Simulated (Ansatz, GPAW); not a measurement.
# Geometry or basis: what sets the conductance of cyclohexane-1,4-dithiol between two Ir chains

How well does cyclohexane-1,4-dithiol between two Ir chains conduct once its atoms have relaxed, and how much do cheaper levels lose?

Main program and level: GPAW 26.7.0 and Ansatz 0.2.0; Ansatz plane waves; relaxation of the junction with the lead ends held; PAW set soft_1, in the first sound run; inputs show where later runs differ.

Report form: the programs' logs are mostly left out.

**1. The structure**

The cell holds 34 atoms: 16 Ir, 2 S, 10 H and 6 C. Its edges and angles: a = 12.740 Å, b = 13.522 Å, c = 42.634 Å, α = 90.0°, β = 90.0°, γ = 90.0°. Regions: left lead, 8 atoms (8 Ir); channel, 18 atoms (2 S, 10 H and 6 C); right lead, 8 atoms (8 Ir). Vacuum lies along a and b. The structure is stacked along c, and the current runs across the ab planes.

**2. Relaxation**

Transmission follows bond lengths closely, so the atoms between the held lead ends are relaxed first, from a slightly shaken start that lets symmetry break.

input.yaml reads:

```yaml
crystal:
  lattice:
    - [12.7402936902, 0.0, 0.0]
    - [0.0, 13.5218314627, 0.0]
    - [0.0, 0.0, 42.6335434911]
  atoms:
    - { symbol: Ir, position: [0.5, 0.5, 0.0269740656] }
    - { symbol: Ir, position: [0.5, 0.5, 0.0809221969] }
    - { symbol: Ir, position: [0.5, 0.5, 0.1348703281] }
    - { symbol: Ir, position: [0.5, 0.5, 0.1888184594] }
    - { symbol: Ir, position: [0.5, 0.5, 0.2427665906] }
    - { symbol: Ir, position: [0.5, 0.5, 0.2967147219] }
    - { symbol: Ir, position: [0.4999059881, 0.4972095421, 0.3524741193] }
    - { symbol: Ir, position: [0.501134506, 0.5014277947, 0.4044646724] }
[... 22 atom lines left out ...]
    - { symbol: Ir, position: [0.5, 0.5, 0.8111815406] }
    - { symbol: Ir, position: [0.5, 0.5, 0.8651296719] }
    - { symbol: Ir, position: [0.5, 0.5, 0.9190778031] }
    - { symbol: Ir, position: [0.5, 0.5, 0.9730259344] }
kpoints:
  mp_grid: { grid: [1, 1, 2] }
hamiltonian:
  xc: pbe
  pseudopotentials: { kind: paw, azcp: { folder: soft_1 } }
scf:
  occupations: { method: fermi_dirac, width: 0.1 }
relax:
  f_tol: 0.03
  max_steps: 80
  constraints: [{ sites: [0, 1, 2, 3, 4, 5, 28, 29, 30, 31, 32, 33] }]
```

Command:

```bash
$ ansatz run input.yaml --threads 4 --pin off --max-ram 8192MiB --backend cpu --events-out ev --progress --plain --runs-dir out
```

Wall time 31 min (4 threads of Arm Neoverse V2, shared host); peak memory 6.8 GiB; 2 h of CPU time.

Step by step (22 of 37):

```csv
step,energy less that of the first step (eV),largest force component (eV/Å)
1,0.0000,2.5317
3,-1.5406,0.5053
4,-1.7694,0.4777
6,-2.2953,0.4097
8,-2.7982,0.3807
10,-3.1617,0.1921
11,-3.2271,0.3372
13,-3.2762,0.0944
15,-3.2937,0.2340
16,-3.3054,0.2822
18,-3.3367,0.3844
20,-3.3839,0.3313
22,-3.4271,0.1582
23,-3.4403,0.1244
25,-3.4554,0.0953
27,-3.4619,0.0864
28,-3.4632,0.0838
30,-3.4653,0.0135
32,-3.4664,0.0567
34,-3.4679,0.0250
35,-3.4687,0.0354
37,-3.4693,0.0218
```

Relaxation step 36 was tried and not accepted.

The atoms that moved most (Å):

```csv
atom,dx,dy,dz,length
H10,1.907,2.712,0.373,3.336
H11,2.756,1.291,1.039,3.216
H19,2.150,1.859,0.638,2.913
C14,1.835,1.645,0.460,2.506
H22,2.150,-0.597,1.027,2.456
H15,1.636,-1.077,0.662,2.067
C18,1.473,1.382,0.355,2.051
S9,1.613,1.151,0.324,2.008
```

Numbers from this step:

```yaml
free_energy: -194402.1729 eV
smearing_term_ts: 1.537 eV
symmetry_operations: 1
```

The relaxation lowered the energy of the cell by 3.47 eV.

**3. Plane waves, PBE**

A plane-wave run comes first: its basis does not favour the atoms, so it serves as the reference for the orbital bases.

This step: Ansatz plane waves; Landauer transmission by layers, zero bias; PAW set soft_1 (Ansatz 0.2.0).

input.yaml reads:

```yaml
crystal:
  lattice:
    - [12.7402936902, 0.0, 0.0]
    - [0.0, 13.5218314627, 0.0]
    - [0.0, 0.0, 42.6335434911]
  atoms:
    - { symbol: Ir, position: [0.5, 0.5, 0.0269740656] }
    - { symbol: Ir, position: [0.5, 0.5, 0.0809221969] }
    - { symbol: Ir, position: [0.5, 0.5, 0.1348703281] }
    - { symbol: Ir, position: [0.5, 0.5, 0.1888184594] }
    - { symbol: Ir, position: [0.5, 0.5, 0.2427665906] }
    - { symbol: Ir, position: [0.5, 0.5, 0.2967147219] }
    - { symbol: Ir, position: [0.576054425, 0.4123124792, 0.3366104039] }
    - { symbol: Ir, position: [0.5484002504, 0.4635794418, 0.386668951] }
[... 22 atom lines left out ...]
    - { symbol: Ir, position: [0.5, 0.5, 0.8111815406] }
    - { symbol: Ir, position: [0.5, 0.5, 0.8651296719] }
    - { symbol: Ir, position: [0.5, 0.5, 0.9190778031] }
    - { symbol: Ir, position: [0.5, 0.5, 0.9730259344] }
kpoints:
  mp_grid: { grid: [1, 1, 2] }
hamiltonian:
  xc: pbe
  pseudopotentials: { kind: paw, azcp: { folder: soft_1 } }
scf:
  occupations: { method: fermi_dirac, width: 0.1 }
output:
  transmission:
    leads: [[0, 1]]
    e_range: [-2, 2]
    de: 0.025
    kmesh: [1, 1]
    reduced_basis: true
  write_potential: true
  write_density: true
  volumetric_format: npy
```

It took 4.7 min on 4 threads; peak memory 7.3 GiB.

The run ended with an error after its SCF cycle had converged; no result of it is taken.

The program's message: “Error: transmission: the layers need 8.88 GiB and 6.84 GiB are left: raise the memory limit; a lower cutoff, a narrower range of energies or a smaller cross-section takes less, and so, most of all in …”

**4. Double-zeta polarised basis**

The script solves lead and junction separately, takes H and S in the orbital basis, and joins semi-infinite leads through their self-energies; the dzp basis is the working standard.

This step: GPAW LCAO, PAW setups; Landauer transmission from Green's functions with principal layers (ASE), zero bias (GPAW 26.7.0).

run.py reads:

```python
import json
import numpy as np
from ase import Atoms
from ase.transport.calculators import TransportCalculator
from gpaw import GPAW, FermiDirac
from gpaw.lcao.tools import get_lcao_hamiltonian
from scipy.linalg import eigh

# The junction with lead layers at both ends, along the third cell vector
device = Atoms(
    ['Ir', 'Ir', 'Ir', 'Ir', 'Ir', 'Ir', 'Ir', 'Ir', 'S', 'H', 'H', 'C', 'H', 'C', 'H', 'H', 'C', 'C', 'H', 'H', 'C', 'H', 'C', 'H', 'H', 'S', 'Ir', 'Ir', 'Ir', 'Ir', 'Ir', 'Ir', 'Ir', 'Ir'],
    positions=[
        [6.37015, 6.76092, 1.15000],
        [6.37015, 6.76092, 3.45000],
        [6.37015, 6.76092, 5.75000],
        [6.37015, 6.76092, 8.05000],
        [6.37015, 6.76092, 10.35000],
        [6.37015, 6.76092, 12.65000],
        [7.33910, 5.57522, 14.35089],
        [6.98678, 6.26844, 16.48507],
        [7.99621, 5.62845, 18.28644],
        [5.71525, 7.03151, 19.82750],
        [7.25722, 7.18512, 20.67597],
        [6.94148, 5.23455, 19.80726],
        [6.10960, 4.60599, 19.45702],
        [6.41377, 6.50022, 20.48969],
        [8.75518, 5.04182, 20.96193],
        [8.17677, 3.51036, 20.29939],
        [7.84572, 4.44922, 20.76576],
        [5.70443, 6.18066, 21.82795],
        [5.36761, 7.11669, 22.29521],
        [4.79936, 5.58279, 21.62830],
        [7.14235, 4.13336, 22.10393],
        [7.44733, 6.03244, 23.12696],
        [6.61534, 5.40113, 22.78497],
        [6.29610, 3.45016, 21.92190],
        [7.84091, 3.60286, 22.76606],
        [5.61694, 4.88230, 24.30523],
        [6.06106, 5.92359, 26.14921],
        [5.99986, 5.23897, 28.31139],
        [6.37015, 6.76092, 29.98354],
        [6.37015, 6.76092, 32.28354],
        [6.37015, 6.76092, 34.58354],
        [6.37015, 6.76092, 36.88354],
        [6.37015, 6.76092, 39.18354],
        [6.37015, 6.76092, 41.48354]],
    cell=[[12.74029, 0.0, 0.0], [0.0, 13.52183, 0.0], [0.0, 0.0, 42.63354]],
    pbc=True)

# One principal layer of the lead: the first 5 atoms of the device
lead = Atoms(
    ['Ir', 'Ir', 'Ir', 'Ir', 'Ir'],
    positions=[
        [6.37015, 6.76092, 1.15000],
        [6.37015, 6.76092, 3.45000],
        [6.37015, 6.76092, 5.75000],
        [6.37015, 6.76092, 8.05000],
        [6.37015, 6.76092, 10.35000]],
    cell=[[12.74029, 0.0, 0.0], [0.0, 13.52183, 0.0], [0.0, 0.0, 11.5]],
    pbc=True)

settings = dict(mode='lcao', basis='dzp', xc='PBE', h=0.2,
                occupations=FermiDirac(0.1), maxiter=250,
                mixer=dict(beta=0.1, nmaxold=8, weight=100.0),
                convergence=dict(density=0.0001))
energies = np.arange(-2, 2 + 1e-9, 0.025)
eta = 0.0001
n1, n2 = 1, 1
# k and -k transmit alike, so half of the mesh across the current serves
mesh = [(i, j) for i in range(n1) for j in range(n2) if (i, j) <= (-i % n1, -j % n2)]
weights = np.array([1 if (i, j) == (-i % n1, -j % n2) else 2 for i, j in mesh]) / (n1 * n2)


def ground_state(atoms, size, txt):
    atoms.calc = GPAW(kpts={'size': size, 'gamma': True}, symmetry={'tolerance': 1e-3}, txt=txt, **settings)
    atoms.get_potential_energy()
    return atoms.calc.get_fermi_level()


def blocks(atoms, fermi, points, nz, cells):
    """H - E_F S and S between cell 0 and the cells above it, at each point across the current."""
    kz = np.arange(nz) / nz
    calc = atoms.calc.fixed_density(kpts=[(*k, z) for k in points for z in kz], symmetry='off', txt=None)
    H, S = get_lcao_hamiltonian(calc)
    H = (H - fermi * S).reshape(len(H), len(points), nz, *S.shape[1:])
    S = S.reshape(H.shape[1:])
    phases = [np.exp(-2j * np.pi * kz * R) / nz for R in cells]
    return [(np.einsum('skzij,z->ksij', H, p), np.einsum('kzij,z->kij', S, p)) for p in phases]


def pair(a, b):
    return np.block([[a, b], [b.T.conj(), a]])


def count_channels(h, s, cells, nk=240):
    """Half the number of times that the lead's bands cross each energy, unfolded to its shortest repeat."""
    b = len(h) // cells
    bands = []
    for k in (np.arange(nk + 1) + 0.5) / nk:
        hk, sk = h[:b, :b].copy(), s[:b, :b].copy()
        for R in range(1, cells):
            phase, block = np.exp(2j * np.pi * k * R), slice(R * b, (R + 1) * b)
            hk += h[:b, block] * phase + (h[:b, block] * phase).T.conj()
            sk += s[:b, block] * phase + (s[:b, block] * phase).T.conj()
        w, u = eigh(sk)
        x = u[:, w > 1e-5] / w[w > 1e-5]**0.5  # drop near-dependent combinations
        bands.append(np.r_[eigh(x.T.conj() @ hk @ x, eigvals_only=True), [1e9] * (w <= 1e-5).sum()])
    below = np.array(bands)[:, :, None] < energies
    return (below[1:] != below[:-1]).sum((0, 1)) / 2


fermi_lead = ground_state(lead, (1, 1, 10), 'lead.txt')
fermi_device = ground_state(device, (1, 1, 2), 'device.txt')
T, channels, eigen, tail, misfit, shifts = [], [], [], 0.0, 0.0, []
for first in range(0, len(mesh), 96):
    points = [(i / n1, j / n2) for i, j in mesh[first:first + 96]]
    (H0k, S0k), (H1k, S1k), (H2k, _) = blocks(lead, fermi_lead, points, 5, range(3))
    [(Hk, Sk)] = blocks(device, fermi_device, points, 2, [0])
    tail = max(tail, abs(H2k).max())
    for H0, S0, H1, S1, H, S in zip(H0k, S0k, H1k, S1k, Hk, Sk):
        n = len(S0)
        # Shift the lead onto the potential of the device's first layer
        shift = ((H[:, 0, 0] - H0[:, 0, 0]) / S0[0, 0]).real.mean()
        shifts.append(shift)
        misfit = max(misfit, abs(H[:, :n, :n] - H0 - shift * S0).max())
        Tk, Ck, Ek = [], [], []
        for s in range(len(H)):
            t = s % len(H0)  # a lead without moments serves both spins
            h1, s1 = pair(H0[t] + shift * S0, H1[t] + shift * S1), pair(S0, S1)
            leads = dict(h1=h1, s1=s1, energies=energies, eta=eta, eta1=eta, eta2=eta)
            calc = TransportCalculator(h=H[s], s=S, eigenchannels=3, **leads)
            Tk.append(calc.get_transmission())
            Ek.append(np.sort(calc.eigenchannels_ne, axis=0)[::-1])
            Ck.append(count_channels(h1, s1, 10))
        T.append(Tk)
        channels.append(Ck)
        eigen.append(Ek)
T, channels = np.array(T), np.array(channels)
mean, open_channels = np.einsum('kse,k->se', T, weights), np.einsum('kse,k->se', channels, weights)

print(f'basis functions: device {len(S)}, principal layer {n}')
print(f'Fermi level: lead {fermi_lead:.4f} eV, device {fermi_device:.4f} eV; lead shifted by {np.mean(shifts):.4f} eV')
print(f'largest coupling past the next layer {tail:.2e} eV, largest misfit of the first layer {misfit:.3f} eV')
print('  E-E_F (eV)   ' + 'T (one spin)  channels')
for e, t, c in zip(energies, mean.T, open_channels.T):
    print(f'{e:10.3f}  ', *[f'{x:11.4e}' for x in t], *[f'{x:9.4f}' for x in c])

kT = 8.617333e-5 * 300
fine = np.linspace(energies[0], energies[-1], 4001)
both = np.exp(np.interp(fine, energies, np.log(np.maximum(mean.sum(0) * 2 / len(mean), 1e-30))))
fermi = lambda mu: 1 / (1 + np.exp(np.clip((fine - mu) / kT, -200, 200)))
slope = fermi(0) * (1 - fermi(0)) / kT
G = np.trapezoid(both * slope, fine) / 2
seebeck = -np.trapezoid(both * slope * fine, fine) / (2 * G * 300) * 1e6
print(f'conductance at 300 K: {G:.5g} G0 a cell; thermopower {seebeck:.4g} uV/K')
bias = [0.1, 0.2, 0.5, 1.0, 1.5, 2.0]
current = [38.74 * np.trapezoid(both * (fermi(V / 2) - fermi(-V / 2)), fine) for V in bias]
for V, I in zip(bias, current):
    print(f'current from the zero-bias T(E) at {V} V: {I:.5g} uA')
zero = abs(energies).argmin()
json.dump(dict(energies=energies.tolist(), T=mean.tolist(), channels=open_channels.tolist(), G=G, seebeck=seebeck,
               bias=bias, current=current, tail=tail, misfit=misfit, shift=np.mean(shifts), n_device=len(S), n_lead=n,
               fermi=[fermi_lead, fermi_device], energy=device.get_potential_energy(),
               moments=device.get_magnetic_moments().tolist(), mesh=mesh, weights=weights.tolist(),
               T_k=T[:, :, zero].tolist(), eigen=np.array(eigen[0]).tolist()), open('result.json', 'w'))
```

Command:

```bash
$ OMP_NUM_THREADS=1 OPENBLAS_NUM_THREADS=1 python run.py
```

Elapsed: 6.7 min, on 1 thread; peak memory 2.7 GiB.

Numbers from this step:

- conductance: 0.03756 G₀
- largest coupling past the next principal layer: 1.48e-6 eV
- largest misfit of the first principal layer: 0.1535 eV
- shift that aligns the lead: -0.01342 eV
- basis functions of the junction: 586
- basis functions of a principal layer: 135
- transmission at the Fermi level (one spin): 0.03944

One spin. The transmission, zone mean by energy, zero at the Fermi level:

```csv
energy (eV),"transmission, zone mean"
-2.000,0.115
-1.925,0.147
-1.800,0.0903
-1.650,0.166
-1.600,0.0217
-1.400,0.00226
-1.200,0.00427
-1.000,0.0342
-0.825,0.122
-0.800,0.121
-0.600,0.0926
-0.400,0.0490
-0.200,0.0353
0.000,0.0394
0.200,0.0141
0.375,0.0497
0.400,0.0466
0.600,0.00352
0.800,4.3e-4
1.000,1.5e-4
1.200,1.2e-4
1.400,1.2e-4
1.600,2.2e-4
1.800,6.4e-4
2.000,9.0e-5
```

Not self-consistent under bias; the bias window is split evenly. The current through one cell, from the zero-bias transmission by bias:

```csv
bias (V),"current through one cell, from the zero-bias transmission (μA)"
0.100,0.285
0.200,0.541
0.500,1.18
1.000,2.75
1.500,4.69
2.000,6.52
```

Table of transmission of the three most open eigenchannels by energy, zero at the Fermi level:

```csv
energy (eV),channel 1,channel 2,channel 3
-2.000,0.108,0.00670,2.0e-4
-1.900,0.140,0.00400,5.1e-5
-1.800,0.0874,0.00287,1.3e-5
-1.700,0.0715,0.00193,2.4e-6
-1.600,0.0195,0.00227,1.9e-6
-1.500,0.00259,5.6e-4,5.6e-6
-1.400,0.00117,0.00109,5.0e-7
-1.300,0.00230,5.1e-4,1.7e-6
-1.200,0.00371,5.6e-4,3.9e-6
-1.100,0.00858,7.6e-4,5.1e-6
-1.000,0.0328,0.00144,8.1e-6
-0.900,0.0983,0.00257,1.2e-5
-0.800,0.117,0.00389,1.7e-5
-0.700,0.104,0.00490,2.1e-5
-0.600,0.0867,0.00583,2.5e-5
-0.500,0.0623,0.00713,3.1e-5
-0.400,0.0396,0.00932,3.9e-5
-0.300,0.0246,0.0128,5.0e-5
-0.200,0.0229,0.0124,5.1e-5
-0.100,0.0318,0.00748,2.9e-5
0.000,0.0350,0.00441,4.9e-6
0.100,0.0154,0.00271,2.8e-7
0.200,0.0104,0.00376,1.6e-7
0.300,0.0299,0.00208,4.3e-7
0.400,0.0457,8.9e-4,5.9e-7
0.500,0.0142,3.6e-4,6.3e-7
0.600,0.00336,1.6e-4,5.3e-7
0.700,0.00103,9.4e-5,3.3e-7
0.800,3.5e-4,7.4e-5,1.1e-7
0.900,1.3e-4,3.4e-5,1.1e-10
1.000,1.5e-4,3.7e-6,4.4e-11
1.100,1.4e-4,1.8e-6,8.8e-8
1.200,1.2e-4,4.2e-6,2.4e-7
1.300,1.0e-4,1.0e-5,3.9e-7
1.400,9.3e-5,2.2e-5,5.6e-7
1.500,1.0e-4,4.1e-5,7.3e-7
1.600,1.6e-4,5.8e-5,8.6e-7
1.700,3.0e-4,7.0e-5,8.9e-7
1.800,5.6e-4,8.1e-5,7.1e-7
1.900,7.0e-4,5.9e-5,1.8e-7
2.000,9.0e-5,1.7e-10,1.1e-12
```

Couplings past the next layer reach 1.5e-6 eV, small enough to drop; the matrix elements of the cell's first layer differ from the bulk lead's by up to 0.15 eV. That layer keeps its own values in the calculation, and only beyond it is the lead taken as perfect. The Fermi levels of lead and junction count from different zeros of potential, one for each periodic cell; with both set to zero, the small remaining shift is what aligns them. Without spin-orbit coupling, which is large for these atoms, channel counts and T are those of the scalar-relativistic bands. By hand: G = 0.03756 × 77.48 μS = 2.91 μS, a resistance of 344 kΩ; at 0.1 V a linear junction would pass 0.291 μA, and the integral over the bias window gives 0.285 μA.

[end of part 1 of 3]

[Logs are printed without paths, hosts, clocks, repeated set-up lines and the standing remarks that a program may print on its own settings, such as how far it seeks lower states.]

[Hosts, paths, dates, database ids (printed as entryN), source tags and the programs' standing remarks are cut or masked in the printed files.]
